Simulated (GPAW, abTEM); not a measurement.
# PtS2 monolayer, Te on a S site: the scripts behind a bonding study

Short scripts, each with its output. The sheet lies in the middle of a cell with vacuum above and below.

## 1. Build the all-electron density and subtract free atoms

```text
cell
1.0
    10.710000000    0.000000000    0.000000000
     0.000000000   12.366842766    0.000000000
     0.000000000    0.000000000   11.660000000
Pt S Te
12 23 1
Direct
0.999972144 0.000146333 0.497623374
0.166124370 0.249526270 0.496405002
0.999754465 0.499989990 0.496867569
0.166271091 0.750424463 0.500470143
0.332731712 0.001177953 0.497185762
0.499892514 0.250154227 0.499597355
0.328877446 0.498145291 0.503547998
0.499896857 0.754922508 0.504095854
0.667018281 0.001238336 0.497217892
0.833803642 0.249420990 0.496214475
0.670727041 0.498180586 0.503514955
0.833606363 0.750538777 0.500586216
0.166284985 0.083704799 0.603257609
0.000094911 0.166272943 0.390021177
0.999916010 0.332875994 0.601923763
0.165047046 0.416059521 0.388485284
0.162040375 0.582791865 0.606133139
0.999887200 0.667990238 0.393183911
0.000094083 0.834358406 0.605286939
0.166491220 0.916249862 0.392461973
0.499783534 0.082854778 0.603275332
0.334133280 0.168058487 0.391290321
0.330569767 0.330118654 0.605633274
0.499836785 0.419780373 0.399784041
0.335628504 0.666208520 0.400012487
0.331012231 0.837057958 0.606094680
0.499942284 0.919416812 0.389707694
0.833797008 0.083580481 0.603161055
0.665579181 0.168060650 0.391130506
0.669282752 0.330073586 0.605329439
0.834499922 0.415927130 0.388454141
0.837468091 0.582848009 0.606157408
0.664286723 0.666385127 0.400184915
0.668644236 0.837254109 0.606169959
0.833338906 0.916350626 0.392598672
0.499752003 0.583604062 0.639798109
```

```python
import numpy as np
from ase.io import read
from ase.units import Bohr
from gpaw import GPAW, PW, FermiDirac
from gpaw.calculator import GPAW as OldGPAW
from gpaw.mpi import serial_comm, world
from scipy.special import erfc
from scipy.spatial import cKDTree

atoms = read("cell.vasp")
atoms.calc = GPAW(mode=PW(500), xc="PBE", kpts={"size": (1, 1, 1), "gamma": True},
                 occupations=FermiDirac(0.05), maxiter=160, symmetry={"tolerance": 1e-5}, txt="scf.txt")
atoms.get_potential_energy()
rho = atoms.calc.get_all_electron_density(gridrefinement=2)
moments = atoms.get_magnetic_moments() if atoms.calc.get_number_of_spins() == 2 else np.zeros(len(atoms))
total = atoms.get_magnetic_moment() if moments.any() else 0.0
if world.rank == 0:
    free = OldGPAW(mode=PW(500), xc="PBE", txt=None, communicator=serial_comm)
    neutral = atoms.copy()
    neutral.set_initial_magnetic_moments(None)
    free.initialize(neutral)
    free.set_positions(neutral)
    drho = rho - free.get_all_electron_density(gridrefinement=2)
    # GPAW starts from confined atoms: exchange their smooth part for that of the datasets' free atoms
    h = np.stack(np.meshgrid(*[np.fft.fftfreq(n, 1 / n) for n in drho.shape], indexing="ij"), -1)
    gabs = np.linalg.norm(h @ atoms.cell.reciprocal(), axis=-1)
    tails = np.fft.fftn(free.get_pseudo_density(gridrefinement=2))
    g, form, v0 = np.linspace(0, gabs.max(), 1500), {}, 0
    for e in set(atoms.symbols):
        idx = atoms.symbols.search(e)
        d = free.setups[idx[0]].data
        r, w = d.rgd.r_g * Bohr, d.rgd.r_g**2 * d.rgd.dr_g
        j0 = np.sinc(2 * g[:, None] * r)
        smooth = sum(f * p**2 for f, p in zip(d.f_j, d.phit_jg)) + np.sqrt(4 * np.pi) * d.nct_g
        full = sum(f * p**2 for f, p in zip(d.f_j, d.phi_jg)) + np.sqrt(4 * np.pi) * d.nc_g
        phase = sum(np.exp(-2j * np.pi * h @ s) for s in atoms.get_scaled_positions()[idx])
        tails -= np.interp(gabs, g, j0 @ (smooth * w)) * phase * drho.size / atoms.get_volume()
        form[e] = j0 @ (full * w)
        v0 += 2 * np.pi / 3 * 14.3996 * (full * w * r**2).sum() * len(idx)  # V A^3
    tails *= 0.5 * erfc((gabs - 1.8) / 0.25)  # the tails differ at long wavelengths alone
    drho += np.fft.ifftn(tails).real  # crystal minus superposed spherical free atoms
    np.save("drho.npy", drho)
    dv = atoms.get_volume() / drho.size
    print("grid", drho.shape, " electrons %.3f" % (rho.sum() * dv), " moved by bonding %.3f e" % (abs(drho).sum() * dv / 2))
    pts = np.indices(drho.shape).reshape(3, -1).T / drho.shape @ atoms.cell
    shifts = (np.indices((3, 3, 3)).reshape(3, -1).T - 1) @ atoms.cell
    images = (atoms.positions[None] + shifts[:, None]).reshape(-1, 3)
    dist, idx = cKDTree(images).query(pts, k=4)
    out = drho.ravel()[dist[:, 0] > 0.5]
    print("deformation density beyond 0.5 A of the nuclei: max %.3f, min %.3f e/A^3" % (out.max(), out.min()))
    tie = dist < dist[:, :1] + 1e-4
    q = -np.bincount((idx % len(atoms))[tie], (drho.ravel()[:, None] / tie.sum(1, keepdims=True) * tie)[tie], len(atoms)) * dv
    print("atom        x       y       z   Voronoi charge  moment")
    for a, s, c, m in zip(atoms, atoms.get_scaled_positions(), q, moments):
        print("%-2s%-3d %7.4f %7.4f %7.4f %10.3f %10.2f" % (a.symbol, a.index + 1, *s, c, m))
    np.savez("free.npz", g=g, **form)
    print("mean inner potential of superposed free atoms %.3f V" % (v0 / atoms.get_volume()))
    print("total magnetic moment %.3f muB" % total)
```

```console
$ OMP_NUM_THREADS=1 mpirun -n 4 gpaw python run.py > gpaw.log
```

```text
grid (112, 128, 126)  electrons 1356.000  moved by bonding 9.492 e
deformation density beyond 0.5 A of the nuclei: max 0.340, min -0.825 e/A^3
atom        x       y       z   Voronoi charge  moment
Pt1    1.0000  0.0001  0.4976      0.221       0.00
Pt2    0.1661  0.2495  0.4964      0.224       0.00
Pt3    0.9998  0.5000  0.4969      0.224       0.00
Pt4    0.1663  0.7504  0.5005      0.221       0.00
Pt5    0.3327  0.0012  0.4972      0.222       0.00
Pt6    0.4999  0.2502  0.4996      0.221       0.00
Pt7    0.3289  0.4981  0.5035      0.174       0.00
Pt8    0.4999  0.7549  0.5041      0.173       0.00
Pt9    0.6670  0.0012  0.4972      0.222       0.00
Pt10   0.8338  0.2494  0.4962      0.223       0.00
Pt11   0.6707  0.4982  0.5035      0.174       0.00
Pt12   0.8336  0.7505  0.5006      0.221       0.00
S 13   0.1663  0.0837  0.6033     -0.111       0.00
S 14   0.0001  0.1663  0.3900     -0.114       0.00
S 15   0.9999  0.3329  0.6019     -0.113       0.00
S 16   0.1650  0.4161  0.3885     -0.122       0.00
S 17   0.1620  0.5828  0.6061     -0.117       0.00
S 18   0.9999  0.6680  0.3932     -0.110       0.00
S 19   0.0001  0.8344  0.6053     -0.113       0.00
S 20   0.1665  0.9162  0.3925     -0.109       0.00
S 21   0.4998  0.0829  0.6033     -0.113       0.00
S 22   0.3341  0.1681  0.3913     -0.111       0.00
S 23   0.3306  0.3301  0.6056     -0.117       0.00
S 24   0.4998  0.4198  0.3998     -0.115       0.00
S 25   0.3356  0.6662  0.4000     -0.114       0.00
S 26   0.3310  0.8371  0.6061     -0.117       0.00
S 27   0.4999  0.9194  0.3897     -0.122       0.00
S 28   0.8338  0.0836  0.6032     -0.110       0.00
S 29   0.6656  0.1681  0.3911     -0.109       0.00
S 30   0.6693  0.3301  0.6053     -0.117       0.00
S 31   0.8345  0.4159  0.3885     -0.123       0.00
S 32   0.8375  0.5828  0.6062     -0.119       0.00
S 33   0.6643  0.6664  0.4002     -0.114       0.00
S 34   0.6686  0.8373  0.6062     -0.115       0.00
S 35   0.8333  0.9164  0.3926     -0.111       0.00
Te36   0.4998  0.5836  0.6398      0.116       0.00
mean inner potential of superposed free atoms 8.076 V
total magnetic moment 0.000 muB
```

Time: 2.9 min on 4 cores of Arm Neoverse N1 (shared host), peak memory 2.2 GiB.

## 2. Scan a probe

```python
import abtem
import numpy as np
from ase.build import make_supercell
from ase.io import read

abtem.config.set({"dask.lazy": False, "fft": "fftw", "diagnostics.progress_bar": False})
M = [[1, 0, 0], [0, 1, 0], [0, 0, 1]]  # rows: x, y and beam direction in the primitive cell's axes
unit = make_supercell(read("cell.vasp"), M)
unit.set_cell(list(unit.cell.lengths()) + [90, 90, 90], scale_atoms=True)
unit.positions[:, 2] += 0.5172  # keeps atomic planes off the slice boundaries
unit.wrap()
slab = unit * (2, 1, 1)
print(slab.get_chemical_formula(), "| box %.2f x %.2f x %.2f A" % tuple(slab.cell.lengths()))

# change of the potential by bonding, from the DFT deformation density (Poisson's equation term by term)
drho = np.load("drho.npy")
prim = read("cell.vasp")
h = np.stack(np.meshgrid(*[np.fft.fftfreq(n, 1 / n) for n in drho.shape], indexing="ij"), -1).reshape(-1, 3).astype(int)
g2 = ((h @ prim.cell.reciprocal()) ** 2).sum(1)
keep = (g2 > 0) & (g2 < 2.5**2)
shape = (77, 89, 72)
vg = np.zeros(shape, complex)
hm = h[keep] @ np.array(M).T
move = np.exp(-2j * np.pi * hm[:, 2] * (0.5172 / unit.cell[2, 2] - 0.5 / shape[2]))  # the same shift, sampled at mid-points
vg[tuple(hm.T % np.array(shape)[:, None])] = -14.3996 / np.pi * (np.fft.fftn(drho).ravel() / drho.size)[keep] / g2[keep] * move
dV = np.fft.ifftn(vg).real * vg.size
dV -= dV[:, :, 0].mean()  # zero in the vacuum
dV = dV.reshape(77, 89, 12, 6).mean(3) * unit.cell[2, 2] / 12  # V A, projected in each slice
dV = np.tile(dV.transpose(2, 0, 1), (1, 2, 1))


def build(atoms):
    p = abtem.Potential(atoms, gpts=(154, 89), slice_thickness=[slab.cell[2, 2] / 12] * 12,
                        parametrization="lobato", projection="finite", exit_planes=6).build()
    p.array[:] += BONDING * dV
    return p


def potentials():
    yield build(slab)  # atoms at rest


for label, BONDING in (("IAM", 0.0), ("DFT", 1.0)):
    print("=====", label)
    potential = build(slab)
    print("grid", potential.gpts, "slices", potential.num_slices)
    thickness = potential.exit_thicknesses
    probe = abtem.Probe(energy=60000, semiangle_cutoff=35, defocus=5.8)
    probe.grid.match(potential)
    print("wavelength %.5f A, largest angle on the grid %.0f mrad" % (probe.wavelength, min(probe.cutoff_angles)))
    detectors = {"ABF": (18, 35), "BF": (0, 18), "LAADF": (42, 112)}  # mrad
    columns = [  # name, x, y (A)
        ("Te", 5.352, 7.217),
        ("S_1st", 5.353, 5.191),
        ("S_2nd", 1.735, 7.207),
        ("Pt_3rd", 5.354, 3.094),
        ("Pt_far", 10.710, 0.002),
        ("S_far", 0.001, 2.056),
        ("void", 2.945, 9.275),
    ]
    scan = abtem.GridScan(start=(0.0000, 0.0000), end=(10.7100, 12.3668), gpts=(32, 37), endpoint=False)
    dets = [abtem.AnnularDetector(*v) for v in detectors.values()] + [abtem.PixelatedDetector(max_angle=52)]
    runs = [probe.scan(p, scan=scan, detectors=dets, max_batch=32) for p in potentials()]
    out = [sum(x[1:], x[0]) / len(x) for x in zip(*runs)]
    images = dict(zip(detectors, out))
    images["iCOM"] = out[-1].center_of_mass().integrate_gradient()
    np.save(label + "_pacbed.npy", out[-1].array.mean(axis=(1, 2)))
    print("PACBED pixel %.3f x %.3f mrad" % out[-1].angular_sampling)
    for name, im in images.items():
        im = im.interpolate(sampling=0.1, boundary="periodic").gaussian_filter(0.35)
        np.save(label + "_" + name + ".npy", im.array)
        print(name, "signal at the columns" + (", fraction of the beam" if name in detectors else ""))
        print("  t (A)     mean" + "".join("%10s" % c[0][:9] for c in columns))
        for t, a in list(zip(thickness, im.array))[1:]:
            at = [a[round((x - 0.0000) / im.sampling[0]) % a.shape[0], round((y - 0.0000) / im.sampling[1]) % a.shape[1]] for _, x, y in columns]
            print("%7.1f %8.5f" % (t, a.mean()) + "".join("%10.5f" % v for v in at))
```

```console
$ python run.py
```

```text
Pt24S46Te2 | box 21.42 x 12.37 x 11.66 A
===== IAM
grid (154, 89) slices 12
wavelength 0.04866 A, largest angle on the grid 114 mrad
PACBED pixel 2.272 x 3.935 mrad
ABF signal at the columns, fraction of the beam
  t (A)     mean        Te     S_1st     S_2nd    Pt_3rd    Pt_far     S_far      void
    5.8  0.72454   0.72525   0.71990   0.72528   0.72545   0.72545   0.72033   0.72486
   11.7  0.71273   0.67563   0.71752   0.71443   0.66069   0.66957   0.71841   0.71826
BF signal at the columns, fraction of the beam
  t (A)     mean        Te     S_1st     S_2nd    Pt_3rd    Pt_far     S_far      void
    5.8  0.26513   0.26576   0.26100   0.26574   0.26556   0.26555   0.26110   0.26569
   11.7  0.26132   0.24854   0.26158   0.26445   0.23309   0.23766   0.26165   0.26569
LAADF signal at the columns, fraction of the beam
  t (A)     mean        Te     S_1st     S_2nd    Pt_3rd    Pt_far     S_far      void
    5.8  0.00114   0.00021   0.00729   0.00021   0.00022   0.00023   0.00678   0.00054
   11.7  0.01249   0.04797   0.00948   0.00943   0.07029   0.05957   0.00854   0.00536
iCOM signal at the columns
  t (A)     mean        Te     S_1st     S_2nd    Pt_3rd    Pt_far     S_far      void
    5.8  0.00873   0.00529   0.02096   0.00531   0.00736   0.00756   0.02111   0.00739
   11.7  0.00873   0.03033   0.01279   0.01270   0.03171   0.03131   0.01252   0.00342
===== DFT
grid (154, 89) slices 12
wavelength 0.04866 A, largest angle on the grid 114 mrad
PACBED pixel 2.272 x 3.935 mrad
ABF signal at the columns, fraction of the beam
  t (A)     mean        Te     S_1st     S_2nd    Pt_3rd    Pt_far     S_far      void
    5.8  0.72456   0.72528   0.71994   0.72530   0.72547   0.72547   0.72037   0.72487
   11.7  0.71265   0.67552   0.71745   0.71446   0.66038   0.66926   0.71835   0.71820
BF signal at the columns, fraction of the beam
  t (A)     mean        Te     S_1st     S_2nd    Pt_3rd    Pt_far     S_far      void
    5.8  0.26512   0.26574   0.26103   0.26572   0.26555   0.26554   0.26113   0.26568
   11.7  0.26132   0.24849   0.26164   0.26441   0.23309   0.23765   0.26170   0.26569
LAADF signal at the columns, fraction of the beam
  t (A)     mean        Te     S_1st     S_2nd    Pt_3rd    Pt_far     S_far      void
    5.8  0.00113   0.00021   0.00726   0.00020   0.00022   0.00023   0.00676   0.00053
   11.7  0.01253   0.04804   0.00949   0.00945   0.07040   0.05968   0.00855   0.00539
iCOM signal at the columns
  t (A)     mean        Te     S_1st     S_2nd    Pt_3rd    Pt_far     S_far      void
    5.8  0.00880   0.00553   0.02084   0.00552   0.00754   0.00775   0.02094   0.00748
   11.7  0.00880   0.03084   0.01286   0.01258   0.03229   0.03186   0.01232   0.00354
```

Time: 73 s on 1 core of Arm Neoverse N1 (shared host), peak memory 0.9 GiB.

[Outputs are excerpts: Python notices, other lines and further rows are left out; steps that failed or that the build refused (PBEsol, TPSS) are not shown.]

[Logs are printed without paths, hosts, clocks, repeated set-up lines and the standing remarks that a program may print on its own settings, such as how far it seeks lower states.]
